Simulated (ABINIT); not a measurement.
## MgSiSe3 (Pm-3m): phonons by linear response

How does MgSiSe3 (Pm-3m) vibrate, and is this structure a minimum?

Program: ABINIT 10.8.3. Level of theory: DFT LDA, scalar-relativistic, plane waves, HGH norm-conserving pseudopotentials. Results are calculated unless marked as measured.

This is a report of a sequence of runs, with most program output left out.

The structure was built from a prototype and need not be the compound's stable phase.

**1. The structure**

The structure is cubic, space group Pm-3m (No. 221). Conventional cell: a = 4.665 Å, b = 4.665 Å, c = 4.665 Å, α = 90.00°, β = 90.00°, γ = 90.00°. Mg has 12 Se at 3.30 Å nearest. Si has 6 Se at 2.33 Å nearest. Se has 2 Si at 2.33 Å and 4 Mg at 3.30 Å nearest. Farther neighbours and most contacts between anions are not listed.

**2. A probe with smearing**

A first run with smearing and empty bands tells whether the crystal has a gap, which decides between fixed occupations and smearing later on.

Input file probe.abi:

```
# ground state
tolvrs 1.0d-08
prtden 1
prtwf 1

# basis, mesh and filling
ecut 30.0
ixc 7
ngkpt 4 4 4
nshiftk 1
shiftk 0.0 0.0 0.0
istwfk *1
occopt 7
tsmear 0.005
nband 19
nstep 100
diemac 9.0
prtebands 0
prtgsr 0
useylm 1

# cell and atoms
acell 8.815194426 8.815194426 8.815194426
rprim 
    1.0 0.0 0.0
    0.0 1.0 0.0
    0.0 0.0 1.0
ntypat 3
znucl 12 14 34
natom 5
typat 1 2 3 3 3
xred 
    0.0 0.0 0.0
    0.5 0.5 0.5
    0.5 0.5 0.0
    0.5 0.0 0.5
    0.0 0.5 0.5
pp_dirpath "./pseudo"
pseudos "Mg.hgh, Si.hgh, Se.hgh"
```

Started as:

```console
$ OMP_NUM_THREADS=1 mpirun -n 4 abinit probe.abi > probe.log
```

Wall time 9.8 s (4 MPI ranks of Arm Neoverse V1, shared host).

This step gave:

| Property | Result |
| --- | --- |
| volume per atom | 20.30 Å³ |
| pressure | 4.658 GPa |
| gap on the k-mesh | 0 eV |

No gap opens on this mesh, so smearing is kept; the printed pressure holds the stress of the finite basis too.

**3. Rough relaxation**

The typed start is rough, so a first relaxation with smearing and loose thresholds takes it towards rest cheaply.

Input file prerelax.abi:

```
# relaxation
ionmov 2
optcell 2
dilatmx 1.15
chkdilatmx 0
ntime 40
tolmxf 3.0d-04
tolvrs 1.0d-10
prtwf 0
prtden 0
chksymtnons 0

# basis, mesh and filling
ecut 31.0
ecutsm 3.0
ixc 7
ngkpt 4 4 4
nshiftk 1
shiftk 0.0 0.0 0.0
istwfk *1
occopt 7
tsmear 0.005
nband 19
nstep 100
diemac 1000000.0
prtebands 0
prtgsr 0
useylm 1

# cell and atoms
acell 8.815194426 8.815194426 8.815194426
rprim 
    1.0 0.0 0.0
    0.0 1.0 0.0
    0.0 0.0 1.0
ntypat 3
znucl 12 14 34
natom 5
typat 1 2 3 3 3
xred 
    0.0 0.0 0.0
    0.5 0.5 0.5
    0.5 0.5 0.0
    0.5 0.0 0.5
    0.0 0.5 0.5
pp_dirpath "./pseudo"
pseudos "Mg.hgh, Si.hgh, Se.hgh"
```

Started as:

```console
$ OMP_NUM_THREADS=1 mpirun -n 4 abinit prerelax.abi > prerelax.log
```

Run time: 59 s. Hardware: 4 MPI ranks; 3.9 min of CPU time.

Relaxation path:

| step | energy less that of the first step (eV) | largest force (eV/Å) | volume (Å³) |
| --- | --- | --- | --- |
| 1 | 0.0000 | 0.0000 | 101.51 |
| 2 | -0.0401 | 0.0000 | 103.02 |
| 3 | -0.0957 | 0.0000 | 107.79 |
| 4 | -0.0960 | 0.0000 | 108.18 |

| conventional cell, symmetrised | before | after | change |
| --- | --- | --- | --- |
| a (Å) | 4.665 | 4.765 | +2.1 % |
| b (Å) | 4.665 | 4.765 | +2.1 % |
| c (Å) | 4.665 | 4.765 | +2.1 % |
| volume (Å³/atom) | 20.30 | 21.64 | +6.6 % |

Final coordinates:

```xyz
5
Lattice="4.7648 0.0000 0.0000 0.0000 4.7648 0.0000 0.0000 0.0000 4.7648" Properties=species:S:1:pos:R:3 pbc="T T T"
Mg    0.0000    0.0000    0.0000
Si    2.3824    2.3824    2.3824
Se    2.3824    2.3824    0.0000
Se    2.3824    0.0000    2.3824
Se    0.0000    2.3824    2.3824
```

This step gave:

```
volume per atom : 21.64 Å³
pressure        : 0.01565 GPa
```

The volume changes by +6.6 % in this run and stands +6.6 % from the first cell.

**4. Relaxing the cell and atoms**

The harmonic expansion needs vanishing forces, and a free crystal bears no stress, so cell and atoms are brought to rest. Stress is more sensitive to the basis than forces are: the last 3 Ha under the cutoff are smoothed with ecutsm, and the cutoff is raised above that of the later runs.

Input file relax.abi:

```
# relaxation
ionmov 2
optcell 2
dilatmx 1.08
ntime 40
tolmxf 1.0d-05
tolvrs 1.0d-14
prtwf 0
prtden 0
chksymtnons 0

# basis, mesh and filling
ecut 38.0
ecutsm 3.0
ixc 7
ngkpt 6 6 6
nshiftk 1
shiftk 0.0 0.0 0.0
istwfk *1
occopt 6
tsmear 0.01
nband 19
nstep 100
diemac 1000000.0
prtebands 0
prtgsr 0
useylm 1

# cell and atoms
acell 9.004172341 9.004172341 9.004172341
rprim 
    1.0 0.0 0.0
    0.0 1.0 0.0
    0.0 0.0 1.0
ntypat 3
znucl 12 14 34
natom 5
typat 1 2 3 3 3
xred 
    0.0 0.0 0.0
    0.5 0.5 0.5
    0.5 0.5 0.0
    0.5 0.0 0.5
    0.0 0.5 0.5
pp_dirpath "./pseudo"
pseudos "Mg.hgh, Si.hgh, Se.hgh"
```

Started as:

```console
$ OMP_NUM_THREADS=1 mpirun -n 4 abinit relax.abi > relax.log
```

Elapsed: 96 s, on 4 MPI ranks; 6.4 min of CPU time.

The steps of the relaxation:

| step | energy less that of the first step (eV) | largest force (eV/Å) | volume (Å³) |
| --- | --- | --- | --- |
| 1 | 0.0000 | 0.0000 | 108.18 |
| 2 | -0.0001 | 0.0000 | 108.10 |
| 3 | -0.0003 | 0.0000 | 107.77 |

| conventional cell, symmetrised | before | after | change |
| --- | --- | --- | --- |
| a (Å) | 4.765 | 4.759 | -0.1 % |
| b (Å) | 4.765 | 4.759 | -0.1 % |
| c (Å) | 4.765 | 4.759 | -0.1 % |
| volume (Å³/atom) | 21.64 | 21.55 | -0.4 % |

Final coordinates:

```xyz
5
Lattice="4.7589 0.0000 0.0000 0.0000 4.7589 0.0000 0.0000 0.0000 4.7589" Properties=species:S:1:pos:R:3 pbc="T T T"
Mg    0.0000    0.0000    0.0000
Si    2.3794    2.3794    2.3794
Se    2.3794    2.3794    0.0000
Se    2.3794    0.0000    2.3794
Se    0.0000    2.3794    2.3794
```

Numbers from this step:

```
volume per atom : 21.55 Å³
pressure        : 9.56e-4 GPa
```

The volume changes by -0.4 % in this run and stands +6.2 % from the first cell.

**5. Self-consistent run for the response**

The response is built on these wavefunctions, so the potential is converged far more tightly than an energy would need. Smearing stays on, as the first look found no gap above 0.3 eV.

Input file gs.abi:

```
# ground state
tolvrs 1.0d-16
prtden 1
prtwf 1

# basis, mesh and filling
ecut 30.0
ixc 7
ngkpt 6 6 6
nshiftk 1
shiftk 0.0 0.0 0.0
istwfk *1
occopt 6
tsmear 0.01
nband 19
nstep 100
diemac 1000000.0
prtebands 0
prtgsr 0
useylm 1

# cell and atoms
acell 8.992956408 8.992956408 8.992956408
rprim 
    1.0 0.0 0.0
    0.0 1.0 0.0
    0.0 0.0 1.0
ntypat 3
znucl 12 14 34
natom 5
typat 1 2 3 3 3
xred 
    0.0 0.0 0.0
    0.5 0.5 0.5
    0.5 0.5 0.0
    0.5 0.0 0.5
    0.0 0.5 0.5
pp_dirpath "./pseudo"
pseudos "Mg.hgh, Si.hgh, Se.hgh"
```

Started as:

```console
$ OMP_NUM_THREADS=1 mpirun -n 4 abinit gs.abi > gs.log
```

Run time: 20 s. Hardware: 4 MPI ranks.

This step gave:

| Quantity | Value |
| --- | --- |
| pressure | -0.1880 GPa |

The cell stands at -0.19 GPa: the relaxation ran with a smoothed and higher cutoff, and the difference is a stress of the finite basis.

**6. Linear response at Γ**

At q = 0 one unit cell holds all displacements. The response is solved for single atoms along the cell's directions, and symmetry skips those that follow from others. The crystal is treated as a metal, which screens a static field, so no field response is asked.

Input file dfpt_gamma.abi:

```

# common to the responses
getwfk_filepath "gso_WFK"
kptopt 2
nqpt 1
qpt 0.0 0.0 0.0
asr 0
chneut 0

# displacements
rfphon 1
rfatpol 1 5
rfdir 1 1 1
tolvrs 1.0d-10
prtwf 0

# basis, mesh and filling
ecut 30.0
ixc 7
ngkpt 6 6 6
nshiftk 1
shiftk 0.0 0.0 0.0
istwfk *1
occopt 6
tsmear 0.01
nband 19
nstep 100
diemac 1000000.0
prtebands 0
prtgsr 0
useylm 1

# cell and atoms
acell 8.992956408 8.992956408 8.992956408
rprim 
    1.0 0.0 0.0
    0.0 1.0 0.0
    0.0 0.0 1.0
ntypat 3
znucl 12 14 34
natom 5
typat 1 2 3 3 3
xred 
    0.0 0.0 0.0
    0.5 0.5 0.5
    0.5 0.5 0.0
    0.5 0.0 0.5
    0.0 0.5 0.5
pp_dirpath "./pseudo"
pseudos "Mg.hgh, Si.hgh, Se.hgh"
```

Started as:

```console
$ OMP_NUM_THREADS=1 mpirun -n 4 abinit dfpt_gamma.abi > dfpt_gamma.log
```

Run time: 3 min. Hardware: 4 MPI ranks; 12 min of CPU time.

Read from the output:

```yaml
largest_acoustic_frequency_at_the_zone_centre_before_the_sum_rule: 1.41 cm⁻¹
highest_optical_zone_centre_mode_no_lo_to_term: 258.7 cm⁻¹
lowest_optical_zone_centre_mode: -141.6 cm⁻¹
```

The acoustic modes at Γ come out as far as 1.4 cm⁻¹ from zero, where they should vanish, a small numerical error. The lowest optical mode is imaginary, 142i cm⁻¹, an instability at this level and on this k mesh.

**7. Modes with the sum rule**

anaddb reads the merged derivatives and imposes the acoustic sum rule.

Input file anaddb.abi:

```
ddb_filepath "gamma_DDB"
output_file "anaddb.abo"
outdata_prefix "anaddb"
asr 1
chneut 1
enunit 2
eivec 1
nph1l 1
qph1l 0.0 0.0 0.0 1.0
```

Input file mrgddb.in:

```
gamma_DDB
merged
2
dfpt_gammao_DDB
gso_DDB
```

Started as:

```console
$ mrgddb < mrgddb.in > mrgddb.log
$ OMP_NUM_THREADS=1 anaddb anaddb.abi > anaddb.log
```

Wall time 0.51 s (1 thread).

No LO-TO term; unit eigenvectors of the mass-weighted matrix, from anaddb's displacements. The modes at Γ (shares of kinetic energy by element, %) (negative means imaginary):

| mode | frequency (cm⁻¹) | Mg % | Si % | Se % |
| --- | --- | --- | --- | --- |
| 1 | -141.6 | 75 | 4 | 21 |
| 2 | -141.6 | 75 | 4 | 21 |
| 3 | -141.6 | 75 | 4 | 21 |
| 4 | -141.2 | 0 | 0 | 100 |
| 5 | -141.2 | 0 | 0 | 100 |
| 6 | -141.2 | 0 | 0 | 100 |
| 7 | -54.2 | 17 | 41 | 43 |
| 8 | -54.2 | 17 | 41 | 43 |
| 9 | -54.2 | 17 | 41 | 43 |
| 10 | 0.0 | 8 | 10 | 82 |
| 11 | 0.0 | 8 | 10 | 82 |
| 12 | 0.0 | 8 | 10 | 82 |
| 13 | 258.7 | 0 | 46 | 54 |
| 14 | 258.7 | 0 | 46 | 54 |
| 15 | 258.7 | 0 | 46 | 54 |

Displacements in mode 1 (-141.6 cm⁻¹), the largest set to 1:
```
Mg1  0.00  0.00  1.00
Si2  0.00  0.00  0.20
Se3  0.00  0.00  0.04
Se4  0.00  0.00 -0.21
Se5  0.00  0.00 -0.21
```

Displacements in mode 7 (-54.2 cm⁻¹), the largest set to 1:
```
Mg1  0.00  0.00 -0.69
Si2  0.00  0.00  1.00
Se3  0.00  0.00  0.45
Se4  0.00  0.00 -0.30
Se5  0.00  0.00 -0.30
```

The rule moves no optical mode by more than 0.1 cm⁻¹.

**8. Sum rules set otherwise (asr 0)**

Without the rule the raw error of the acoustic modes shows.

anaddb.abi, as its differences from that of step 7:

```diff
@@ -3,4 +3,4 @@
 outdata_prefix "anaddb"
-asr 1
-chneut 1
+asr 0
+chneut 0
 enunit 2
```

mrgddb.in is that of step 7.

Run time: 0.5 s. Hardware: 1 thread.

Zone-centre frequencies as printed; negative means imaginary. Modes:

| mode | frequency (cm⁻¹) |
| --- | --- |
| 1 | -141.6 |
| 2 | -141.6 |
| 3 | -141.6 |
| 4 | -141.2 |
| 5 | -141.2 |
| 6 | -141.2 |
| 7 | -54.15 |
| 8 | -54.15 |
| 9 | -54.15 |
| 10 | 1.41 |
| 11 | 1.41 |
| 12 | 1.41 |
| 13 | 258.7 |
| 14 | 258.7 |
| 15 | 258.7 |

**9. Linear response on the mesh**

Linear response treats each wavevector in the unit cell, with no supercell; the 2×2×2 mesh fixes the range of the force constants to be had.

Input file dfpt_q.abi:

```
ndtset 3

# wavevectors
qpt1 0.5 0.0 0.0
qpt2 0.5 0.5 0.0
qpt3 0.5 0.5 0.5

# displacements
getwfk_filepath "gso_WFK"
getwfq_filepath "gso_WFK"
kptopt 3
nqpt 1
rfphon 1
rfatpol 1 5
rfdir 1 1 1
tolvrs 1.0d-10
prtwf 0

# basis, mesh and filling
ecut 30.0
ixc 7
ngkpt 6 6 6
nshiftk 1
shiftk 0.0 0.0 0.0
istwfk *1
occopt 6
tsmear 0.01
nband 19
nstep 100
diemac 1000000.0
prtebands 0
prtgsr 0
useylm 1

# cell and atoms
acell 8.992956408 8.992956408 8.992956408
rprim 
    1.0 0.0 0.0
    0.0 1.0 0.0
    0.0 0.0 1.0
ntypat 3
znucl 12 14 34
natom 5
typat 1 2 3 3 3
xred 
    0.0 0.0 0.0
    0.5 0.5 0.5
    0.5 0.5 0.0
    0.5 0.0 0.5
    0.0 0.5 0.5
pp_dirpath "./pseudo"
pseudos "Mg.hgh, Si.hgh, Se.hgh"
```

Started as:

```console
$ OMP_NUM_THREADS=1 mpirun -n 4 abinit dfpt_q.abi > dfpt_q.log
```

The job ended after 48 min (4 MPI ranks; 3.2 h of CPU time).

Numbers from this step:

```
lowest mode on the q mesh (acoustic ones at the zone centre apart) : -167.6 cm⁻¹
```

Frequencies (cm⁻¹) before the sum rule at the irreducible wavevectors but Γ, which is solved apart; negative means imaginary. Frequencies by wavevector:

| q (fractions) | star | mode 1 | mode 2 | mode 3 | mode 4 | mode 13 | mode 14 | mode 15 |
| --- | --- | --- | --- | --- | --- | --- | --- | --- |
| 0.5 0 0 | 3 | -167.6 | -130.3 | -130.3 | -109 | 260.8 | 260.8 | 302.3 |
| 0.5 0.5 0 | 3 | -136.4 | -136.4 | -110.2 | -105.9 | 267.7 | 318.4 | 318.4 |
| 0.5 0.5 0.5 | 1 | -135.7 | -135.7 | -135.7 | -114.6 | 337.8 | 337.8 | 337.8 |

**10. Dispersion**

anaddb transforms the dynamical matrices to force constants and back along the path; points of the mesh come back as solved, but for the sum rule and, in polar crystals, the LO-TO term at Γ; the rest is interpolation.

Input file anaddb.abi:

```
ddb_filepath "all_DDB"
output_file "anaddb.abo"
outdata_prefix "anaddb"
ifcflag 1
ngqpt 2 2 2
nqshft 1
q1shft 0.0 0.0 0.0
asr 1
chneut 0
dipdip 0
dipquad 0
quadquad 0
enunit 0
eivec 0
nph1l 62
qph1l 
    0.0 0.0 0.0 1.0
    0.0 0.05 0.0 1.0
    0.0 0.1 0.0 1.0
    0.0 0.15 0.0 1.0
    0.0 0.2 0.0 1.0
    0.0 0.25 0.0 1.0
    0.0 0.3 0.0 1.0
    0.0 0.35 0.0 1.0
    0.0 0.4 0.0 1.0
    0.0 0.45 0.0 1.0
    0.0 0.5 0.0 1.0
    0.05 0.5 0.0 1.0
    0.1 0.5 0.0 1.0
    0.15 0.5 0.0 1.0
    0.2 0.5 0.0 1.0
    0.25 0.5 0.0 1.0
    0.3 0.5 0.0 1.0
    0.35 0.5 0.0 1.0
    0.4 0.5 0.0 1.0
    0.45 0.5 0.0 1.0
    0.5 0.5 0.0 1.0
    0.45 0.45 0.0 1.0
    0.4 0.4 0.0 1.0
    0.35 0.35 0.0 1.0
    0.3 0.3 0.0 1.0
    0.25 0.25 0.0 1.0
    0.2 0.2 0.0 1.0
    0.15 0.15 0.0 1.0
    0.1 0.1 0.0 1.0
    0.05 0.05 0.0 1.0
    0.0 0.0 0.0 1.0
    0.05 0.05 0.05 1.0
    0.1 0.1 0.1 1.0
    0.15 0.15 0.15 1.0
    0.2 0.2 0.2 1.0
    0.25 0.25 0.25 1.0
    0.3 0.3 0.3 1.0
    0.35 0.35 0.35 1.0
    0.4 0.4 0.4 1.0
    0.45 0.45 0.45 1.0
    0.5 0.5 0.5 1.0
    0.45 0.5 0.45 1.0
    0.4 0.5 0.4 1.0
    0.35 0.5 0.35 1.0
    0.3 0.5 0.3 1.0
    0.25 0.5 0.25 1.0
    0.2 0.5 0.2 1.0
    0.15 0.5 0.15 1.0
    0.1 0.5 0.1 1.0
    0.05 0.5 0.05 1.0
    0.0 0.5 0.0 1.0
    0.5 0.5 0.5 1.0
    0.5 0.5 0.45 1.0
    0.5 0.5 0.4 1.0
    0.5 0.5 0.35 1.0
    0.5 0.5 0.3 1.0
    0.5 0.5 0.25 1.0
    0.5 0.5 0.2 1.0
    0.5 0.5 0.15 1.0
    0.5 0.5 0.1 1.0
    0.5 0.5 0.05 1.0
    0.5 0.5 0.0 1.0
```

Input file mrgddb.in:

```
all_DDB
merged
4
dfpt_gammao_DDB
dfpt_qo_DS1_DDB
dfpt_qo_DS2_DDB
dfpt_qo_DS3_DDB
```

Started as:

```console
$ mrgddb < mrgddb.in > mrgddb.log
$ OMP_NUM_THREADS=1 anaddb anaddb.abi > anaddb.log
```

Run time: 0.53 s. Hardware: 1 thread.

Numbers from this step:

* lowest frequency on the path: -167.6 cm⁻¹

Anaddb. The phonon branches at the labelled points (cm⁻¹):

| point | branch 1 | branch 2 | branch 3 | branch 4 | branch 12 | branch 13 | branch 14 | branch 15 |
| --- | --- | --- | --- | --- | --- | --- | --- | --- |
| Γ | -142 | -142 | -142 | -141 | 0 | 259 | 259 | 259 |
| halfway | -155 | -136 | -136 | -126 | 150 | 260 | 260 | 277 |
| X | -168 | -130 | -130 | -109 | 206 | 261 | 261 | 302 |
| halfway | -149 | -128 | -120 | -119 | 208 | 264 | 284 | 310 |
| M | -136 | -136 | -110 | -106 | 222 | 268 | 318 | 318 |
| halfway | -139 | -133 | -133 | -128 | 164 | 262 | 279 | 282 |
| Γ | -142 | -142 | -142 | -141 | 0 | 259 | 259 | 259 |
| halfway | -131 | -131 | -128 | -112 | 176 | 284 | 284 | 288 |
| R | -136 | -136 | -136 | -115 | 232 | 338 | 338 | 338 |
| halfway | -136 | -127 | -124 | -121 | 211 | 289 | 292 | 319 |
| X | -168 | -130 | -130 | -109 | 206 | 261 | 261 | 302 |
| jump to R | -136 | -136 | -136 | -115 | 232 | 338 | 338 | 338 |
| halfway | -132 | -132 | -124 | -112 | 223 | 297 | 328 | 328 |
| M | -136 | -136 | -110 | -106 | 222 | 268 | 318 | 318 |

The path dips to 168i cm⁻¹.

**11. Density of states**

Sums over the zone need many more wavevectors than were solved, so the interpolation is sampled on a dense mesh.

Input file anaddb.abi:

```
ddb_filepath "all_DDB"
output_file "anaddb.abo"
outdata_prefix "anaddb"
ifcflag 1
ngqpt 2 2 2
nqshft 1
q1shft 0.0 0.0 0.0
asr 1
chneut 0
dipdip 0
dipquad 0
quadquad 0
prtdos 2
ng2qpt 9 9 9
dosdeltae 4.5563e-06
ntemper 11
temperinc 100.0
tempermin 0.0
```

Started as:

```console
$ OMP_NUM_THREADS=1 anaddb anaddb.abi > anaddb.log
```

Elapsed: 0.71 s, on 1 thread.

Numbers from this step:

```yaml
share_of_modes_beyond_3i_cm_minus1_on_the_dense_interpolated_mesh: 0.5483
```

The phonon density of states has structure finer than the step of the table below, so its rows give means over 10 cm⁻¹, whole bins alone (the curve runs from -198 to 366 cm⁻¹). Peaks (cm⁻¹: height): -131.6: 0.222, -32.6: 0.0653, 204.4: 0.0451, 264.4: 0.101.

Tetrahedra. The phonon density of states by wavenumber; means over each step:

wavenumber (cm⁻¹), phonon density of states (1/cm⁻¹/cell) and a bar:
```
     -180      0.000 
     -170      0.000 
     -160      0.009 ##
     -150      0.022 ####
     -140      0.067 ###########
     -130      0.178 ##############################
     -120      0.118 ####################
     -110      0.066 ###########
     -100      0.058 ##########
      -90      0.050 ########
      -80      0.027 #####
      -70      0.017 ###
      -60      0.028 #####
      -50      0.028 #####
      -40      0.043 #######
      -30      0.060 ##########
      -20      0.033 ######
      -10      0.014 ##
        0      0.012 ##
       10      0.011 ##
       20      0.011 ##
       30      0.012 ##
       40      0.015 ###
       50      0.017 ###
       60      0.018 ###
       70      0.016 ###
       80      0.015 ###
       90      0.016 ###
      100      0.014 ##
      110      0.012 ##
      120      0.011 ##
      130      0.011 ##
      140      0.013 ##
      150      0.017 ###
      160      0.018 ###
      170      0.018 ###
      180      0.024 ####
      190      0.033 ######
      200      0.022 ####
      210      0.026 ####
      220      0.014 ##
      230      0.002 
      240      0.000 
      250      0.000 
      260      0.045 ########
      270      0.063 ###########
      280      0.041 #######
      290      0.033 ######
      300      0.040 #######
      310      0.041 #######
      320      0.026 ####
      330      0.010 ##
      340      0.000 
      350      0.000
```

**12. Outcome**

| Property | Result |
| --- | --- |
| space group after relaxation | Pm-3m |
| volume per atom | 21.6 Å³ |
| highest optical zone-centre mode (no LO-TO term) | 258.7 cm⁻¹ |
| lowest optical zone-centre mode | -141.6 cm⁻¹ |
| q mesh | 2×2×2 |
| lowest mode on the q mesh (acoustic ones at the zone centre apart) | -167.6 cm⁻¹ |
| imaginary modes on the q mesh | yes |

In words: MgSiSe3 (Pm-3m) is unstable: a mode solved on the 2×2×2 mesh is imaginary, 168i cm⁻¹; its spectrum reaches 338 cm⁻¹. At the LDA level the optical modes of MgSiSe3 (Pm-3m) at the zone centre run from 142i to 259 cm⁻¹, so the structure is a saddle point, with 9 modes beyond 10i cm⁻¹ there. The most unstable solved mode lies at q = (0.5, 0, 0), on the zone boundary, so the distortion that it points to doubles the cell. These are harmonic frequencies at zero temperature: anharmonic shifts and linewidths and thermal expansion are left out. The HGH files keep few electrons and have no core correction, which is cheap but rough for Mg. In a metal the frequencies hang on the k mesh and the smearing, most of all near Kohn anomalies. The structure is a hypothetical one, built on a prototype.

[Host names and launcher messages were left out of these logs when they were recorded.]

[Logs are printed without paths, hosts, clocks, repeated set-up lines and the standing remarks that a program may print on its own settings, such as how far it seeks lower states.]

[Hosts, paths, dates, database ids (printed as entryN), source tags and the programs' standing remarks are cut or masked in the printed files.]
